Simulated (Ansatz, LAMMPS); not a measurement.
# Glassy 57SiO2-27Al2O3-16BaO (mol %) (149 atoms) in motion

Aim: follow glassy 57SiO2-27Al2O3-16BaO (mol %) (149 atoms) for a short time with forces from DFT, then look at structure and electrons in the last frame.

Calculated with Ansatz 0.2.0; Kohn-Sham DFT, PBE, PAW (set soft_2), plane waves.

**1. The starting structure**

The cell holds 149 atoms: 25 Si, 24 Al, 7 Ba and 93 O. Its edges and angles: a = 12.759 Å, b = 12.759 Å, c = 12.759 Å, α = 90.0°, β = 90.0°, γ = 90.0°. 149 atoms (25 Si, 24 Al, 7 Ba, 93 O) placed at random at 3.04 g/cm³, melted at 4000 K for 10 ps at fixed volume with the Morse and Coulomb pair potential with partial charges (Pedone, Malavasi, Menziani, Cormack and Segre, J. Phys. Chem. B 110, 11780 (2006)). Quenched from 4000 K to 300 K at 25 K/ps and fixed volume, held 5 ps.

Before any run, some limits are plain. The quench rate of 25 K/ps is many orders above laboratory rates, so the cell is likely richer in defects and strain than a real sample. The starting topology of bonds comes from the classical model. Only the Γ point is sampled, in a cell whose shortest periodic width is 13 Å. No spin–orbit coupling is included, so levels derived from the heavy atoms are approximate.

**2. Dynamics at 900 K**

A Nosé–Hoover thermostat steers the temperature while disturbing the dynamics little. The time step is 1.0 fs.

Input file input.yaml:

```yaml
crystal:
  lattice:
    - [12.7591, 0.0, 0.0]
    - [0.0, 12.7591, 0.0]
    - [0.0, 0.0, 12.7591]
  atoms:
    - { symbol: Si, position: [0.40445, 0.16267, 0.43827] }
    - { symbol: Si, position: [0.801, 0.14828, 0.72895] }
    - { symbol: Si, position: [0.16423, 0.42629, 0.32439] }
    - { symbol: Si, position: [0.27396, 0.09871, 0.99365] }
    [... 139 atom lines left out ...]
    - { symbol: O, position: [0.97363, 0.66298, 0.69367] }
    - { symbol: O, position: [0.82088, 0.83797, 0.64011] }
    - { symbol: O, position: [0.16028, 0.04919, 0.00211] }
    - { symbol: O, position: [0.07526, 0.50564, 0.28916] }
    - { symbol: O, position: [0.34753, 0.83986, 0.43112] }
    - { symbol: O, position: [0.57071, 0.01037, 0.91233] }
kpoints:
  mp_grid: { grid: [1, 1, 1] }
hamiltonian:
  xc: pbe
scf:
  occupations: { method: fermi_dirac, width: 0.078 }
output:
  forces: true
  stress: true
md:
  timestep: 1.0
  n_steps: 84
  ensemble: nvt_nose_hoover
  temperature: 900
  initial_velocities: maxwell_boltzmann
  seed: 4107
```

Run with:

```
> ansatz run input.yaml --threads 4 --pin off --max-ram 8192MiB --backend cpu --events-out ev --progress --plain --runs-dir out
```

Wall time 26 min (4 threads of Arm Neoverse V2, shared host); peak memory 3.5 GiB.

The program notes that the SCF threshold is loose for the stress and it switched symmetry off.

The trajectory, sampled:

```
time (fs)  T (K)  potential (meV/atom)  conserved (meV/atom)
      0.0    900                   0.0                  0.00
      6.0    841                   7.6                  0.02
     11.0    735                  21.3                  0.09
     17.0    731                  21.9                  0.03
     22.0    708                  25.1                  0.06
     28.0    699                  26.7                  0.04
     34.0    677                  30.1                  0.07
     39.0    700                  27.7                  0.07
     45.0    769                  19.6                  0.04
     50.0    788                  18.0                  0.06
     56.0    805                  16.9                  0.06
     62.0    830                  15.0                  0.04
     67.0    811                  18.5                  0.07
     73.0    844                  15.6                  0.05
     78.0    882                  11.8                  0.04
     84.0    859                  16.0                  0.06
```

Mean square displacement from the first frame to the last: Si 0.049 Å², Al 0.084 Å², Ba 0.078 Å², O 0.12 Å².

The mean square displacement by time lag:

```
time lag (fs)  Al (Å²)  Ba (Å²)   O (Å²)  Si (Å²)
          1.0   7.3e-5   1.5e-5   1.2e-4   6.9e-5
          4.0  0.00114   2.4e-4  0.00189  0.00109
          6.0  0.00252   5.4e-4  0.00417  0.00238
          9.0  0.00544  0.00121  0.00899  0.00506
         12.0  0.00921  0.00213   0.0151  0.00839
         16.0   0.0152  0.00375   0.0244   0.0133
         18.0   0.0184  0.00471   0.0293   0.0158
         21.0   0.0234  0.00636   0.0366   0.0194
         24.0   0.0283  0.00822   0.0439   0.0228
         26.0   0.0316  0.00958   0.0485   0.0248
         30.0   0.0378   0.0126   0.0575   0.0283
         33.0   0.0422   0.0150   0.0639   0.0304
         36.0   0.0462   0.0177   0.0701   0.0322
         38.0   0.0488   0.0195   0.0740   0.0332
         42.0   0.0534   0.0235   0.0812   0.0351
```

Over the second half of 84 fs the temperature averages 820 K, rising from about 772 to 874 K (means over the first and last quarter of that half). The conserved energy stays within 0.09 meV/atom. From first frame to last O has the largest mean square displacement, 0.12 Å² at the end; the farthest move is 0.74 Å. The count of bonds goes from 249 in the first frame to 251 in the last, by one set of cutoffs: 5 pairs passed out of them and 7 came within. The run spans 0.08 ps, too short for its means to be equilibrium values.

**3. Structure statistics late in the run**

The g(r) is a mean over the second half; what follows it is taken at the last frame.

Density 3.04 g/cm³, 13.94 Å³ an atom.

Mean of 16 frames. g(r), total and by pair (bins of 0.2 Å):

```
r (Å)  total   O-O   O-Si  O-Al  O-Ba  Si-Si  Si-Al
 1.50   0.53  0.00   2.46  0.05  0.00   0.00   0.00
 1.70   3.49  0.00  10.47  6.40  0.00   0.00   0.00
 1.90   0.83  0.00   0.12  4.02  0.00   0.00   0.00
 2.10   0.06  0.00   0.00  0.28  0.07   0.00   0.00
 2.30   0.06  0.11   0.00  0.03  0.12   0.00   0.00
 2.50   0.52  1.15   0.00  0.12  0.86   0.00   0.00
 2.70   1.40  3.19   0.02  0.07  1.98   0.00   0.05
 2.90   1.19  2.21   0.10  0.31  2.33   0.55   1.00
 3.10   1.21  1.40   0.27  0.54  1.94   3.77   3.52
 3.30   0.98  0.76   0.68  0.83  1.01   1.36   3.38
 3.50   0.82  0.58   0.87  1.11  0.43   0.11   0.72
 3.70   0.89  0.56   1.27  1.27  0.90   0.15   0.29
 3.90   1.10  0.66   1.64  1.50  0.83   0.51   1.00
 4.10   1.21  0.69   1.96  1.50  0.85   0.98   1.19
 4.30   1.15  0.70   1.65  1.61  0.91   1.11   0.73
 4.50   1.01  0.84   1.18  1.29  0.86   1.05   1.06
 4.70   0.90  1.04   0.68  0.81  1.17   0.88   0.81
 4.90   0.99  1.28   0.70  0.66  1.31   1.11   1.21
 5.10   1.03  1.44   0.64  0.57  1.29   1.24   1.23
 5.30   1.01  1.38   0.66  0.69  1.23   1.30   0.88
 5.50   1.02  1.16   0.92  0.85  1.17   1.11   0.98
 5.70   0.96  0.98   0.88  0.95  0.84   1.36   1.11
 5.90   1.00  0.92   1.09  1.08  0.82   1.15   1.11
 6.10   0.91  0.76   1.14  0.99  0.80   0.51   0.88
 6.30   0.95  0.72   1.25  1.17  0.77   0.59   0.65
```

Bonds by pair of elements; cutoffs follow the first minimum of g(r), held within bounds set by covalent radii, and pairs that aren't listed don't count as bonded:

```
pair A-B  cutoff (Å)  bonds  mean length (Å)  spread (Å)  shortest (Å)  B about A  A about B
    O-Si        2.16    100             1.66       0.058          1.53       1.07          4
    O-Al        2.33     94             1.79         0.1          1.59       1.01       3.92
    O-Ba        3.48     57             2.98       0.276          2.39      0.613       8.14
```

How many atoms have how many bonded neighbours:

```
element  mean   2   3   4  7  8  9
     Al  3.92   0   2  22  0  0  0
     Ba  8.14   0   0   0  1  4  2
      O  2.70  36  49   8  0  0  0
     Si     4   0   0  25  0  0  0
```

Bond angles, per cent of each kind in bins of 5°:

```
angle (°)  O-Si-O  O-Al-O  Al-O-Si  Ba-O-Si
    65–70     0.0     0.0      0.0      1.8
    70–75     0.0     0.0      0.0      1.8
    75–80     0.0     0.0      0.0      5.5
    80–85     0.0     2.2      0.0      3.6
    85–90     0.7     2.9      0.0      7.3
    90–95     2.7     5.1      0.0     14.5
   95–100     9.3     7.2      0.0     12.7
  100–105    13.3    18.8      0.0      9.1
  105–110    33.3    17.4      0.0     12.7
  110–115    19.3    13.0      3.3      5.5
  115–120    12.0    15.9     11.5      9.1
  120–125     6.0     8.7     14.8      7.3
  125–130     2.0     5.8      6.6      5.5
  130–135     0.7     2.2      9.8      0.0
  135–140     0.7     0.7      8.2      0.0
  140–145     0.0     0.0      9.8      1.8
  145–150     0.0     0.0      8.2      1.8
  150–155     0.0     0.0     13.1      0.0
  155–160     0.0     0.0     11.5      0.0
  160–165     0.0     0.0      1.6      0.0
  165–170     0.0     0.0      1.6      0.0
```

Bond angles (no mean is given where the spread exceeds 20°):

```
  angle  count  mean (°)  spread (°)
 O-Si-O    150       109         7.8
 O-Al-O    138       110        11.2
Al-O-Si     61       138        14.6
Ba-O-Si     55       103        16.4
```

Oxygen atoms by the number of network formers (Si, P, Ge, B, Al, As, Ga) bound to them:

```
network formers bound to O  O atoms  per cent
                         0        0         0
                         1        3       3.2
                         2       79      84.9
                         3       11      11.8
```

Network units: each former by its oxygen neighbours and how many of them bridge to another former:

```
former  O neighbours  bridging O  atoms
    Si             4           3      3
    Si             4           4     22
    Al             3           3      2
    Al             4           4     22
```

Bond length by coordination (bonds to H left out):

```
element  coordination  atoms  mean bond length (Å)
     Al             3      2                  1.73
     Al             4     22                  1.79
     Ba             7      1                  2.94
     Ba             8      4                  3.01
     Ba             9      2                  2.92
      O             2     36                  1.67
      O             3     49                  2.09
      O             4      8                  2.39
```

Rings of the network by King's shortest-path rule, up to 12 atoms, one path for each pair of neighbours; H, halogens, alkali and alkaline-earth atoms are left out, and the last column divides by all other atoms, bonded or not:

```
ring size (atoms)  rings  per network atom
                4      1             0.007
                6      1             0.007
                8     18             0.127
               10     29             0.204
               12     30             0.211
```

First main peaks of g(r), for some of the pairs, lie near 2.7 Å (O-O), 1.6 Å (O-Si), 1.8 Å (O-Al), 2.8 Å (O-Ba), 3.1 Å (Si-Si) and 3.2 Å (Si-Al). By these cutoffs 92 % of Al atoms have 4, 57 % of Ba atoms have 8, 53 % of O atoms have 3 and all Si atoms have 4 bonded neighbours. The O-Si-O angle averages 109° with a spread of 8°. 85 % of the oxygens bridge two formers (Si and Al) and 3 % are non-bridging; 12 % join three. The commonest Si unit has 4 oxygens, 4 of them shared with other formers (22 of 25 atoms). Rings of 12 atoms are the most common (38 % of those counted); sizes run from 4 to 12, where the search stops.

**4. Single point at the last frame**

The last frame is solved again with fuller output, to read the electronic structure of a thermally displaced geometry.

Input file input.yaml:

```yaml
crystal:
  lattice:
    - [12.7591, 0.0, 0.0]
    - [0.0, 12.7591, 0.0]
    - [0.0, 0.0, 12.7591]
  atoms:
    - { symbol: Si, position: [0.40532, 0.17625, 0.43184] }
    - { symbol: Si, position: [0.8117, 0.13089, 0.7409] }
    - { symbol: Si, position: [0.16745, 0.42264, 0.315] }
    - { symbol: Si, position: [0.27016, 0.10354, 0.00349] }
    [... 139 atom lines left out ...]
    - { symbol: O, position: [0.96976, 0.6622, 0.69794] }
    - { symbol: O, position: [0.81994, 0.82744, 0.63982] }
    - { symbol: O, position: [0.14108, 0.07105, 0.01144] }
    - { symbol: O, position: [0.09494, 0.51079, 0.27412] }
    - { symbol: O, position: [0.37375, 0.86109, 0.41981] }
    - { symbol: O, position: [0.54021, 0.97681, 0.89024] }
kpoints:
  mp_grid: { grid: [1, 1, 1] }
hamiltonian:
  xc: pbe
scf:
  occupations: { method: fixed }
output:
  forces: true
  stress: true
  populations: true
  dos:
    method: { smearing: { sigma: 0.08 } }
    de: 0.1
    projected: { site_lists: { Al: [Al], Ba: [Ba], O: [O], Si: [Si] } }
  eigenvalues: true
  write_density: true
  write_potential: true
  volumetric_format: npy
```

Elapsed: 51 s, on 4 threads; peak memory 3.2 GiB.

Numbers from this run:

* free energy: -123389.0877 eV
* free energy per atom: -828.1147 eV/atom
* SCF cycles: 9
* pressure: -0.7023 GPa
* r.m.s. force component: 1.229 eV/Å
* longest force: 5.054 eV/Å
* Fermi energy: 4.566 eV
* gap (highest filled to lowest empty level): 2.867 eV
* spilling of the projection: 0.01178

Neighbours are counted within 2.16 Å (O-Si), 2.33 Å (O-Al), 3.48 Å (O-Ba), the cutoffs taken from the dynamics.

Length of the force by element and coordination:

```
element  coordination  atoms  mean length of the force (eV/Å)  spread  least   most
     Al           all     24                             1.91    1.13  0.446   4.94
     Al             3      2                             1.50   0.176   1.33   1.68
     Al             4     22                             1.95    1.17  0.446   4.94
     Ba           all      7                              0.8   0.243  0.487   1.11
     Ba             7      1                            0.561       0  0.561  0.561
     Ba             8      4                            0.804   0.265  0.487   1.11
     Ba             9      2                            0.911   0.164  0.747   1.07
      O           all     93                             1.77   0.900  0.431   5.05
      O             2     36                             1.58   0.879  0.463   3.55
      O             3     49                             1.89   0.930  0.431   5.05
      O             4      8                             1.88   0.634   1.10   2.84
     Si           all     25                             2.56   0.950   1.13   4.54
```

Löwdin charges by element and coordination (they lack the spilled electrons, 0.063 e an atom on average):

```
element  coordination  atoms  mean charge (e)  spread   least    most
     Al           all     24             1.33  0.0488    1.21    1.44
     Al             3      2             1.37  0.0655    1.31    1.44
     Al             4     22             1.32  0.0447    1.21    1.39
     Ba           all      7             1.91  0.0229    1.88    1.95
     Ba             7      1             1.88       0    1.88    1.88
     Ba             8      4             1.92  0.0189    1.90    1.95
     Ba             9      2             1.91  0.0186    1.89    1.93
      O           all     93           -0.842   0.056   -1.04  -0.748
      O             2     36           -0.809  0.0374  -0.919  -0.755
      O             3     49           -0.859  0.0566   -1.04  -0.748
      O             4      8            -0.88  0.0481  -0.991  -0.825
     Si           all     25             1.70  0.0462    1.61    1.77
```

States in the cell by windows of 1 eV, zero at the Fermi level; the larger projections on atomic orbitals stand beside the total:

```
from (eV)  to (eV)  total    O p  Si p
      -10       -9    9.9    6.6   0.4
       -9       -8   16.7   11.3   0.8
       -8       -7   20.8   14.7   1.3
       -7       -6   46.9   35.4   5.0
       -6       -5   58.9   45.8   5.9
       -5       -4   67.8   55.5   4.2
       -4       -3   98.9   87.2   2.8
       -3       -2  108.8  100.8   1.7
       -2       -1   99.8   94.7   0.9
       -1        0   27.9   26.6   0.2
        0        1    1.6    1.5   0.0
        1        2    0.0    0.0   0.0
        2        3    1.9    0.1   0.0
        3        4    3.9    0.5   0.3
        4        5   24.7    2.2   1.8
```

The curve was stored every 0.10 eV, coarse against its broadening of 0.08 eV, so these counts are rough.

With fixed occupations the program's Fermi level is the highest filled level; weight inside the gap is the broadening of levels at its edges.

Between -26 and -10 eV lie 234 more states.

The levels nearest the highest filled one (over half full), pooled over k-points and spins:

```
level less the highest filled one (eV)  occupation
                                -0.731           2
                                -0.714           2
                                -0.678           2
                                -0.631           2
                                -0.387           2
                                     0           2
                                  2.87           0
                                  3.83           0
                                  3.88           0
                                  4.13           0
                                  4.17           0
                                  4.24           0
```

Mean Löwdin charges: Al +1.33, Ba +1.91, O -0.84, Si +1.70 e (they miss 1.2 % of the electrons, so they add up to more than the cell's charge).

**5. What came out**

```yaml
mean_temperature_second_half: 820.1 K
temperature_swing_second_half: 37.39 K
mean_pressure_second_half: -0.574 GPa
slope_of_the_conserved_energy_against_time_by_least_squares: 0.2841 meV/atom/ps
free_energy_per_atom: -828.1147 eV/atom
pressure: -0.7023 GPa
r_m_s_force_component: 1.229 eV/Å
spacing_of_highest_filled_and_lowest_empty_level: 2.867 eV
wall_time_of_the_2_dft_runs: 27 min
```

What this shows: Over the second half of 84 fs the temperature averages 820 K, rising from about 772 to 874 K (means over the first and last quarter of that half). The conserved energy stays within 0.09 meV/atom. The count of bonds goes from 249 in the first frame to 251 in the last, by one set of cutoffs: 5 pairs passed out of them and 7 came within. The run spans 0.08 ps, too short for its means to be equilibrium values. By these cutoffs 92 % of Al atoms have 4, 57 % of Ba atoms have 8, 53 % of O atoms have 3 and all Si atoms have 4 bonded neighbours. 85 % of the oxygens bridge two formers (Si and Al) and 3 % are non-bridging; 12 % join three. Between filled and empty levels lie 2.87 eV (at Γ alone); a semilocal functional tends to put such gaps too low. In a disordered cell it changes from sample to sample, and tail or defect levels can set it.

**Limits.** The starting topology of bonds comes from the classical model; in DFT 5 of its 249 bonded pairs passed out of the cutoffs and 7 came within them. The stress is far from hydrostatic: its diagonal is -2.7, 2.1, -1.5 GPa, compression counted positive. The pressure of a single frame lacks the kinetic term, about 0.81 GPa here.

[Logs are printed without paths, hosts, clocks, repeated set-up lines and the standing remarks that a program may print on its own settings, such as how far it seeks lower states.]

[Hosts, paths, dates, database ids (printed as entryN), source tags and the programs' standing remarks are cut or masked in the printed files.]
